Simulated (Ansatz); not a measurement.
# What Nb2NF2 monolayer distorts into, part 2 of 2

Wanted: the energy along a soft mode of Nb2NF2 monolayer and the structure at the end.

Ansatz 0.2.0; DFT PBE, scalar-relativistic, plane waves, PAW.

So far, highest frequency on the path or at a solved wavevector (cm⁻¹): step 2 (the dispersion) 643. Also lowest frequency on the path (cm⁻¹): step 2 -163.

## (6) Relaxing from the distorted cell

Starting from the lowest point found, all atoms and the cell are let go, so that strain and other modes of the same symmetry can join in.

The input, input.yaml:

```yaml
crystal:
  lattice:
    - [3.2735700569, 0.0, 0.0]
    - [0.0, 5.6699896606, 0.0]
    - [0.0, 0.0, 33.2]
  atoms:
    - { symbol: "N", position: [0.0, 0.0081279712, 0.3076843031] }
    - { symbol: "N", position: [0.5, 0.4918720288, 0.2947253355] }
    - { symbol: Nb, position: [1.0, 0.3473707936, 0.3315869611] }
    - { symbol: Nb, position: [0.5, 0.819295873, 0.3320709654] }
    - { symbol: Nb, position: [0.5, 0.1526292064, 0.2708226775] }
    - { symbol: Nb, position: [1.0, 0.680704127, 0.2703386732] }
    - { symbol: F, position: [0.5, 0.1683687127, 0.3694209404] }
    - { symbol: F, position: [1.0, 0.6649646207, 0.3735883904] }
    - { symbol: F, position: [1.0, 0.3316312873, 0.2329886982] }
    - { symbol: F, position: [0.5, 0.8350353793, 0.2288212482] }
  periodic: [true, true, false]
kpoints:
  mp_grid: { grid: [12, 6, 1] }
hamiltonian:
  xc: pbe
scf:
  occupations: { method: methfessel_paxton, width: 0.15 }
output:
  forces: true
  stress: true
  eigenvalues: true
  write_density: true
  write_potential: true
  elf: true
  volumetric_format: npy
relax:
  adjacent_minimum: "off"
  f_tol: 0.002
  max_steps: 120
  cell: { stress_2d_tol: 0.005 }
```

Command:

```bash
$ ansatz run input.yaml --threads 8 --pin off --max-ram 14336MiB --backend cpu --events-out ev --progress --plain --runs-dir out
```

Numbers of over 12 decimals in the logs are rounded to 6 here.

Log:

```text
[...]
Crystal: 10 atoms, lattice volume = 616.229 Å³
Basis set: ecut = 420 eV, 12075 PW (Γ), exchange–correlation on 48×80×450 points (8 copies of the dense FFT grid, shifted against one another)
Bands: 55, of which v1, the nominal top of the filled ones, is band 45 counted from 1 (44 counted from 0)
Symmetry: 4 space group operations
[...]
k-points: 28 of 72
[...]
SCF iter   1: F=—  HF=-22217.176843 eV  |F-HF|=—  |Δ(HF+E_count)|=         —  Δρ=4.62e-3  dr2=7.93e-2  ethr=1.77e-3  ⟨swp⟩=11.0  Hψ=9613  notcnv=0
[...]
SCF iter  10: F=-22217.175979 eV  HF=-22217.175979 eV  |F-HF|=1.35e-9  |Δ(HF+E_count)|=   1.56e-8  S|Δr|=    0.00e0  Δρ=1.28e-7  dr2=5.91e-11  ethr=1.00e-12  ⟨swp⟩=10.9  Hψ=12868  notcnv=0
SCF 1 converged in 10 iterations: F = -22217.175979 eV  dr2 = 5.91e-11
[...]
relax step   1: F+E_penalty+E_count = -22217.17597861 eV  Δ(F+E_penalty+E_count) = +0.000e0 eV  max|allowed force component| = 6.829e-1 eV/Å  Δτ_max = 0.0000 Å  P = -1.622 N/m  Ω = 616.229 Å³  fix = [c, alpha, beta]  reactions: c +0.000 N/m; alpha +0.000 N/m/rad  (10 SCF iters, dr2 threshold 1.00e-7 eV, accepted)
Crystal: 10 atoms, lattice volume = 592.636 Å³
Basis set: ecut = 420 eV, 11691 PW (Γ), exchange–correlation on 48×80×450 points (8 copies of the dense FFT grid, shifted against one another)
[...]
iter 1 solved again at ethr=1.95e-4 eV; its pass at ethr=3.10e-3 eV (dr2=1.75e-1 eV) is discarded
[...]
SCF iter   7: F=-22217.276111 eV  HF=-22217.276110 eV  |F-HF|=8.81e-7  |Δ(HF+E_count)|=   3.42e-6  S|Δr|=    0.00e0  Δρ=8.65e-6  dr2=3.05e-7  ethr=1.11e-9  ⟨swp⟩=28.8  Hψ=20860  notcnv=0
the search or the solves at the SCF's close seem to have found levels that the self-consistency loop had missed (the run counts 1). By its estimate they hold under 1e-12 electrons; where the run keeps them, the occupations were computed again with them
SCF 2 converged in 7 iterations: F = -22217.276111 eV  dr2 = 3.05e-7
relax step   2: F+E_penalty+E_count = -22217.27611094 eV  Δ(F+E_penalty+E_count) = -1.001e-1 eV  max|allowed force component| = 7.410e-1 eV/Å  Δτ_max = 0.1299 Å  P = -0.506 N/m  Ω = 592.636 Å³  energy of the carried Pulay correction = +1.614e-2 eV  fix = [c, alpha, beta]  reactions: c +0.000 N/m; alpha +0.000 N/m/rad  (7 SCF iters, dr2 threshold 1.00e-6 eV, accepted)
Crystal: 10 atoms, lattice volume = 592.681 Å³
Basis set: ecut = 420 eV, 11687 PW (Γ), exchange–correlation on 48×80×450 points (8 copies of the dense FFT grid, shifted against one another)
[...]
SCF iter   7: F=-22217.333131 eV  HF=-22217.333131 eV  |F-HF|=1.98e-7  |Δ(HF+E_count)|=   2.87e-7  S|Δr|=    0.00e0  Δρ=4.09e-6  dr2=9.03e-8  ethr=1.11e-9  ⟨swp⟩=17.9  Hψ=16927  notcnv=0
[...]
SCF 3 converged in 7 iterations: F = -22217.333131 eV  dr2 = 9.03e-8
relax step   3: F+E_penalty+E_count = -22217.33313075 eV  Δ(F+E_penalty+E_count) = -5.702e-2 eV  max|allowed force component| = 3.598e-1 eV/Å  Δτ_max = 0.0383 Å  P = -0.263 N/m  Ω = 592.681 Å³  energy of the carried Pulay correction = +1.611e-2 eV  fix = [c, alpha, beta]  reactions: c +0.000 N/m; alpha +0.000 N/m/rad  (7 SCF iters, dr2 threshold 1.00e-6 eV, accepted)
[... from here on, the SCF cycles and remarks between the steps are left out ...]
relax step   4: F+E_penalty+E_count = -22217.34917132 eV  Δ(F+E_penalty+E_count) = -1.604e-2 eV  max|allowed force component| = 2.016e-1 eV/Å  Δτ_max = 0.0255 Å  P = +0.074 N/m  Ω = 592.138 Å³  energy of the carried Pulay correction = +1.649e-2 eV  fix = [c, alpha, beta]  reactions: c +0.000 N/m; alpha -0.000 N/m/rad  (6 SCF iters, dr2 threshold 1.00e-6 eV, accepted)
relax step   5: F+E_penalty+E_count = -22217.35611191 eV  Δ(F+E_penalty+E_count) = -6.941e-3 eV  max|allowed force component| = 6.137e-2 eV/Å  Δτ_max = 0.0164 Å  P = +0.080 N/m  Ω = 591.523 Å³  energy of the carried Pulay correction = +1.692e-2 eV  fix = [c, alpha, beta]  reactions: c +0.000 N/m; alpha -0.000 N/m/rad  (5 SCF iters, dr2 threshold 1.00e-6 eV, accepted)
relax step   6: F+E_penalty+E_count = -22217.35677234 eV  Δ(F+E_penalty+E_count) = -6.604e-4 eV  max|allowed force component| = 5.631e-3 eV/Å  Δτ_max = 0.0042 Å  P = +0.010 N/m  Ω = 591.472 Å³  energy of the carried Pulay correction = +1.695e-2 eV  fix = [c, alpha, beta]  reactions: c +0.000 N/m; alpha +0.000 N/m/rad  (5 SCF iters, dr2 threshold 2.35e-7 eV, accepted)
relax step   7: F+E_penalty+E_count = -22217.35683444 eV  Δ(F+E_penalty+E_count) = -6.210e-5 eV  max|allowed force component| = 2.619e-3 eV/Å  Δτ_max = 0.0017 Å  P = -0.002 N/m  Ω = 591.406 Å³  energy of the carried Pulay correction = +1.700e-2 eV  fix = [c, alpha, beta]  reactions: c +0.000 N/m; alpha +0.000 N/m/rad  (6 SCF iters, dr2 threshold 1.98e-9 eV, accepted)
relax step   8: F+E_penalty+E_count = -22217.35685574 eV  Δ(F+E_penalty+E_count) = -2.130e-5 eV  max|allowed force component| = 1.801e-3 eV/Å  Δτ_max = 0.0007 Å  P = +0.007 N/m  Ω = 591.381 Å³  energy of the carried Pulay correction = +1.702e-2 eV  fix = [c, alpha, beta]  reactions: c +0.000 N/m; alpha +0.000 N/m/rad  (6 SCF iters, dr2 threshold 4.29e-10 eV, accepted)
relax step   9: F+E_penalty+E_count = -22217.35682426 eV  Δ(F+E_penalty+E_count) = +3.148e-5 eV  max|allowed force component| = 1.338e-3 eV/Å  Δτ_max = 0.0004 Å  P = -0.001 N/m  Ω = 591.427 Å³  energy of the carried Pulay correction = +1.698e-2 eV  fix = [c, alpha, beta]  reactions: c +0.000 N/m; alpha -0.000 N/m/rad  (6 SCF iters, dr2 threshold 1.23e-10 eV, accepted)
relax step  10: F+E_penalty+E_count = -22217.34429132 eV  Δ(F+E_penalty+E_count) = +1.253e-2 eV  max|allowed force component| = 1.592e-3 eV/Å  Δτ_max = 0.0000 Å  P = -0.174 N/m  Ω = 591.427 Å³  fix = [c, alpha, beta]  reactions: c +0.000 N/m; alpha -0.000 N/m/rad  stress off target by 1.89e-1 N/m on what of the cell is left free  SCF on the basis re-selected at this cell (its energy is not comparable with the rows above)  (9 SCF iters)
relax step  11: F+E_penalty+E_count = -22217.34506249 eV  Δ(F+E_penalty+E_count) = -7.712e-4 eV  max|allowed force component| = 6.953e-3 eV/Å  Δτ_max = 0.0027 Å  P = -0.000 N/m  Ω = 590.530 Å³  energy of the carried Pulay correction = +6.262e-4 eV  fix = [c, alpha, beta]  reactions: c +0.000 N/m; alpha +0.000 N/m/rad  (5 SCF iters, dr2 threshold 4.06e-8 eV, accepted)
relax step  12: F+E_penalty+E_count = -22217.34514548 eV  Δ(F+E_penalty+E_count) = -8.299e-5 eV  max|allowed force component| = 4.535e-3 eV/Å  Δτ_max = 0.0012 Å  P = -0.001 N/m  Ω = 590.438 Å³  energy of the carried Pulay correction = +6.903e-4 eV  fix = [c, alpha, beta]  reactions: c +0.000 N/m; alpha +0.000 N/m/rad  (5 SCF iters, dr2 threshold 3.02e-9 eV, accepted)
relax step  13: F+E_penalty+E_count = -22217.34516571 eV  Δ(F+E_penalty+E_count) = -2.022e-5 eV  max|allowed force component| = 1.150e-2 eV/Å  Δτ_max = 0.0007 Å  P = -0.009 N/m  Ω = 590.406 Å³  energy of the carried Pulay correction = +7.125e-4 eV  fix = [c, alpha, beta]  (6 SCF iters, dr2 threshold 1.29e-9 eV, rejected (line search))
relax step  14: F+E_penalty+E_count = -22217.34516076 eV  Δ(F+E_penalty+E_count) = -1.527e-5 eV  max|allowed force component| = 2.173e-3 eV/Å  Δτ_max = 0.0004 Å  P = -0.002 N/m  Ω = 590.422 Å³  energy of the carried Pulay correction = +7.013e-4 eV  fix = [c, alpha, beta]  reactions: c +0.000 N/m; alpha +0.000 N/m/rad  (8 SCF iters, accepted)
relax step  15: F+E_penalty+E_count = -22217.34520048 eV  Δ(F+E_penalty+E_count) = -3.973e-5 eV  max|allowed force component| = 8.903e-4 eV/Å  Δτ_max = 0.0003 Å  P = +0.001 N/m  Ω = 590.368 Å³  energy of the carried Pulay correction = +7.390e-4 eV  fix = [c, alpha, beta]  reactions: c -0.000 N/m; alpha +0.000 N/m/rad  (5 SCF iters, dr2 threshold 2.95e-10 eV, accepted)
relax step  16: F+E_penalty+E_count = -22217.34451364 eV  Δ(F+E_penalty+E_count) = +6.868e-4 eV  max|allowed force component| = 8.912e-4 eV/Å  Δτ_max = 0.0000 Å  P = -0.004 N/m  Ω = 590.368 Å³  fix = [c, alpha, beta]  reactions: c +0.000 N/m; alpha -0.000 N/m/rad  stress off target by 5.57e-3 N/m on what of the cell is left free  SCF on the basis re-selected at this cell (its energy is not comparable with the rows above)  (8 SCF iters)
relax step  17: F+E_penalty+E_count = -22217.34454509 eV  Δ(F+E_penalty+E_count) = -3.145e-5 eV  max|allowed force component| = 4.793e-4 eV/Å  Δτ_max = 0.0002 Å  P = -0.000 N/m  Ω = 590.324 Å³  energy of the carried Pulay correction = +3.104e-5 eV  fix = [c, alpha, beta]  reactions: c -0.000 N/m; alpha +0.000 N/m/rad  (6 SCF iters, dr2 threshold 3.53e-11 eV, accepted)
[...]
SCF iter   9: F=-22217.344509 eV  HF=-22217.344509 eV  |F-HF|=0.00e0  |Δ(HF+E_count)|=  1.02e-10  S|Δr|=    0.00e0  Δρ=3.11e-9  dr2=2.90e-14  ethr=1.00e-12  ⟨swp⟩=12.2  Hψ=9294  notcnv=0
SCF 18 converged in 9 iterations: F = -22217.344509 eV  dr2 = 2.90e-14
relax step  18: F+E_penalty+E_count = -22217.34450870 eV  Δ(F+E_penalty+E_count) = +3.639e-5 eV  max|allowed force component| = 4.818e-4 eV/Å  Δτ_max = 0.0000 Å  P = -0.001 N/m  Ω = 590.324 Å³  fix = [c, alpha, beta]  reactions: c +0.000 N/m; alpha +0.000 N/m/rad  stress off target by 1.25e-3 N/m on what of the cell is left free  SCF on the basis re-selected at this cell (its energy is not comparable with the rows above)  (9 SCF iters)
[...]
WARN: The output density's exchange-correlation potential varies sharply where the density is thin. Do not read a vacuum level from v_tot or v_xc, or from such a field of the output density. On a cell that repeats whose density bears no net charge and no dipole along the vacuum's axis use v_es (v_loc + v_h of the components); under efield.dipole_correction with no amplitude use v_es + v_field, which holds any externa [...]
SCF converged after 9 iterations
[...]
Free energy (F): -22217.344509 eV
[...]
Internal energy: -22217.346698 eV  (E = F + TS)
E sigma→0 (E₀):  -22217.345056 eV
Entropy (-TS):   0.002190 eV (0.219 meV/atom)
Fermi energy:    -4.137027 eV
[...]
--- Forces (eV/Å), atoms counted from 1 ---
  atom   1  N      0.00000000     0.00048182    -0.00003234
  atom   2  N     -0.00000000    -0.00048182     0.00003234
  atom   3  Nb    -0.00000000    -0.00002704    -0.00011101
  atom   4  Nb    -0.00000000     0.00001610     0.00036254
  atom   5  Nb     0.00000000     0.00002704     0.00011101
  atom   6  Nb     0.00000000    -0.00001610    -0.00036254
  atom   7  F     -0.00000000     0.00019684    -0.00029326
  atom   8  F      0.00000000    -0.00008401    -0.00011318
  atom   9  F      0.00000000    -0.00019684     0.00029326
  atom  10  F     -0.00000000     0.00008401     0.00011318
  max |Σ_I F_I| component: 4.07e-20 eV/Å
--- 2D stress c σ (N/m, compression-positive) ---
       -0.001255      -0.000000       0.000000
       -0.000000       0.000140      -0.000000
        0.000000      -0.000000       0.000000
  P = ½ c Tr σ = -0.0006 N/m
--- Band table (eV; the first three rows and the last of 28) ---
  k-point 0: bands = [... 41 lower, -6.0951, -5.7617, -4.8892, -4.1886, -4.1600, -3.3505, -3.0481, -3.0374, ... 6 higher]
  k-point 1: bands = [... 41 lower, -6.0094, -5.9917, -4.9259, -4.7032, -3.8766, -3.4955, -3.0182, -2.9700, ... 6 higher]
  k-point 2: bands = [... 41 lower, -6.3519, -5.7370, -5.1594, -4.9201, -4.6005, -3.2310, -3.1361, -3.0255, ... 6 higher]
  k-point 27: bands = [... 41 lower, -7.5445, -3.8036, -3.8036, -3.5413, -3.5413, -3.3285, -3.3285, -2.1302, ... 6 higher]
--- Relaxed structure (15 steps of the walk, 14 accepted, 3 SCFs on fresh bases) ---
  F+E_penalty+E_count = -22217.34450870 eV   max|allowed force component| = 4.818e-4 eV/Å   (the final SCF, on the basis selected at the relaxed cell)
  cell:  # Å, volume = 590.3235 Å³
    - [3.219440, 0.0, 0.0]
    - [0.0, 5.522958, 0]
    - [0.0, 0, 33.2]
  atoms:
    - { symbol: N, position: [0, 0.010397, 0.310186] }
    - { symbol: N, position: [0.500000, 0.489603, 0.292223] }
    - { symbol: Nb, position: [1.000000, 0.364772, 0.332635] }
    - { symbol: Nb, position: [0.500000, 0.811352, 0.334343] }
    - { symbol: Nb, position: [0.500000, 0.135228, 0.269774] }
    - { symbol: Nb, position: [1.000000, 0.688648, 0.268066] }
    - { symbol: F, position: [0.500000, 0.179568, 0.370456] }
    - { symbol: F, position: [1.000000, 0.671090, 0.377143] }
    - { symbol: F, position: [1.000000, 0.320432, 0.231954] }
    - { symbol: F, position: [0.500000, 0.828910, 0.225267] }
```

Wall time 4.4 min (8 threads of Arm Neoverse V1, shared host); peak memory 2.2 GiB; 34 min of CPU time.

Step by step:

```tsv
step	energy less that of the first step (eV)	largest force component (eV/Å)	volume (Å³)
1	0.0000	0.6829	616.23
2	-0.1001	0.7410	592.64
3	-0.1572	0.3598	592.68
4	-0.1732	0.2016	592.14
5	-0.1801	0.0614	591.52
6	-0.1808	0.0056	591.47
7	-0.1809	0.0026	591.41
8	-0.1809	0.0018	591.38
9	-0.1808	0.0013	591.43
10*	-0.1683	0.0016	591.43
11	-0.1691	0.0070	590.53
12	-0.1692	0.0045	590.44
13	-0.1692	0.0115	590.41
14	-0.1692	0.0022	590.42
15	-0.1692	0.0009	590.37
16*	-0.1685	0.0009	590.37
17	-0.1686	0.0005	590.32
18*	-0.1685	0.0005	590.32
```

Relaxation steps marked * repeat the geometry before them on a plane-wave basis chosen anew for their cell, so energy and pressure can jump there. Relaxation step 13 was tried and not accepted.

Forces are held to the 4 operations that the run works with; a distortion that breaks them can't arise in this run.

```tsv
cell as run	before	after	change
a (Å)	3.274	3.219	-1.7 %
b (Å)	5.670	5.523	-2.6 %
```

The atoms that moved most (Å, along periodic axes as changes of fractional coordinates times the final cell, across vacuum about the mean position):

```tsv
atom	dx	dy	dz	length
F10	0.000	-0.034	-0.118	0.123
F8	0.000	0.034	0.118	0.123
Nb5	0.000	-0.096	-0.035	0.102
Nb3	0.000	0.096	0.035	0.102
Nb6	0.000	0.044	-0.075	0.087
Nb4	0.000	-0.044	0.075	0.087
N1	0.000	0.013	0.083	0.084
N2	0.000	-0.013	-0.083	0.084
```

Final coordinates:

```cif
data_structure
_symmetry_space_group_name_H-M 'P 1'
_symmetry_Int_Tables_number 1
_cell_length_a 3.2194
_cell_length_b 5.5230
_cell_length_c 33.2000
_cell_angle_alpha 90.000
_cell_angle_beta 90.000
_cell_angle_gamma 90.000
_cell_volume 590.32
loop_
_atom_site_label
_atom_site_type_symbol
_atom_site_fract_x
_atom_site_fract_y
_atom_site_fract_z
_atom_site_occupancy
N1 N 0.00000 0.01040 0.31019 1
N2 N 0.50000 0.48960 0.29222 1
Nb3 Nb 0.00000 0.36477 0.33264 1
Nb4 Nb 0.50000 0.81135 0.33434 1
Nb5 Nb 0.50000 0.13523 0.26977 1
Nb6 Nb 0.00000 0.68865 0.26807 1
F7 F 0.50000 0.17957 0.37046 1
F8 F 0.00000 0.67109 0.37714 1
F9 F 0.00000 0.32043 0.23195 1
F10 F 0.50000 0.82891 0.22527 1
```

This step gave:

| Property | Result |
| --- | --- |
| area per atom | 1.778 Å² |

Valence density in the bc plane at fractional x = 0.000, with atoms of N and Nb and F within 0.2 Å of it. It is the smooth field of the valence electrons, not physical close to the nuclei.

Ten steps, logarithmic in the rise over the least value, from '0' (0.00 × 1e0 e/Å³) to '9' (6.16 × 1e0 e/Å³), each cell a mean:
```
000000000000000
000000000000000
000000000000000
000000000000000
000000000000000
000000000000000
000000000000000
000000000000000
000000000000000
000000000000000
000000000000000
000000000000000
000000000000000
000000000000000
000000125897410
333578865776333
875577764454457
333344336899743
113799742343211
000011000000000
000000000000000
000000000000000
000000000000000
000000000000000
```
Columns run along b (5.5 Å), rows up along c (33.2 Å). Atoms in or near the plane, at fractional coordinates: N at (0.01, 0.31), Nb at (0.36, 0.33), Nb at (0.69, 0.27), F at (0.67, 0.38), F at (0.32, 0.23).

ELF in the bc plane at fractional x = 0.000, with atoms of N and Nb and F within 0.2 Å of it. It is the smooth field of the valence electrons, not physical close to the nuclei.

Ten even steps from '_' (0.00) to '@' (0.76), each cell a mean:
```
______________________________
______________________________
______________________________
______________________________
______________________________
______________________________
______________________________
______________________________
______________________________
______________________________
______________________________
______________________________
______________________________
____________________..________
______________--%%@@%%%%**::__
==--..==##****++==++++++--::--
**@@##==++****++======--==%%%%
++==::--====--::**%%##%%##--++
__..++@@@@@@@@**..::::::..____
______..::::::________________
______________________________
______________________________
______________________________
______________________________
```
Columns run along b (5.5 Å), rows up along c (33.2 Å). Atoms in or near the plane, at fractional coordinates: N at (0.01, 0.31), Nb at (0.36, 0.33), Nb at (0.69, 0.27), F at (0.67, 0.38), F at (0.32, 0.23).

Electrostatic potential energy in the bc plane at fractional x = 0.000, with atoms of N and Nb and F within 0.2 Å of it. With pseudopotentials it is smooth inside the atoms' cores, unlike the true potential.

Ten even steps from '_' (-44 eV) to '@' (0 eV), each cell a mean:
```
@@@@@@@@@@@@@@@@@@@@@@@@@@@@@@
@@@@@@@@@@@@@@@@@@@@@@@@@@@@@@
@@@@@@@@@@@@@@@@@@@@@@@@@@@@@@
@@@@@@@@@@@@@@@@@@@@@@@@@@@@@@
@@@@@@@@@@@@@@@@@@@@@@@@@@@@@@
@@@@@@@@@@@@@@@@@@@@@@@@@@@@@@
@@@@@@@@@@@@@@@@@@@@@@@@@@@@@@
@@@@@@@@@@@@@@@@@@@@@@@@@@@@@@
@@@@@@@@@@@@@@@@@@@@@@@@@@@@@@
@@@@@@@@@@@@@@@@@@@@@@@@@@@@@@
@@@@@@@@@@@@@@@@@@@@@@@@@@@@@@
@@@@@@@@@@@@@@@@@@@@@@@@@@@@@@
@@@@@@@@@@@@@@@@@@@@@@@@@@@@@@
@@@@@@@@@@@@@@@@@@@@@@@@@@@@@@
@@@@@@@@@@@@@@@@%%====++@@@@@@
%%%%%%++::::::--****++##%%%%@@
..::##**------==##########**::
%%%%%%%%%%%%%%##::______..**%%
@@@@@@**::::++@@%%######%%@@@@
@@@@@@@@@@@@@@@@@@@@@@@@@@@@@@
@@@@@@@@@@@@@@@@@@@@@@@@@@@@@@
@@@@@@@@@@@@@@@@@@@@@@@@@@@@@@
@@@@@@@@@@@@@@@@@@@@@@@@@@@@@@
@@@@@@@@@@@@@@@@@@@@@@@@@@@@@@
```
Columns run along b (5.5 Å; values clipped at the 3rd and 97th percentile), rows up along c (33.2 Å). Atoms in or near the plane, at fractional coordinates: N at (0.01, 0.31), Nb at (0.36, 0.33), Nb at (0.69, 0.27), F at (0.67, 0.38), F at (0.32, 0.23).

The distorted start has space group P2_1/m; the relaxation ends in P2_1/m.

## (7) Outcome

```yaml
unstable_mode_of_the_parent: q = (0, -0.5, 0), 163i cm⁻¹
depth_at_the_lowest_point_sampled: 11.1 meV/atom
largest_atomic_shift_at_that_point: 0.22 Å
space_group_reached_within_0p01_a: P2_1/m
energy_gained_over_the_parent_first_relaxation_on_the_mesh_of_the_frozen_mode: 27.9 meV/atom
area_per_atom_phase_reached: 1.78 Å²
```

**Reading.** Along this mode the structure falls into P2_1/m, 27.9 meV/atom below the parent. At the parent's cell the well is 11.07 meV/atom deep on the steps tried, with its lowest point at a shift of 0.22 Å. Relaxing atoms and cell changes the gain by +16.84 meV/atom against the lowest step (energies at zero smearing). Most of the total comes from this relaxation. The modes of the phase reached were not computed on this path. Of the 2 patterns followed to their end from this parent, this one reaches the lowest energy. Each path keeps the symmetry of its pattern, so a lower phase may lie along a pattern not tried. With no gap, or one that is small against the smearing, the frequencies hang on the k mesh and the smearing, most of all near Kohn anomalies. The phonon runs are without spin polarisation, although the cell has an odd electron count. In a sheet or slab the interpolated bending branch near Γ is rough, since the rotational sum rule isn't imposed. The starting cell was built on a prototype and not taken from a measurement.

[Logs are printed without paths, hosts, clocks, repeated set-up lines and the standing remarks that a program may print on its own settings, such as how far it seeks lower states.]

[Hosts, paths, dates, database ids (printed as entryN), source tags and the programs' standing remarks are cut or masked in the printed files.]
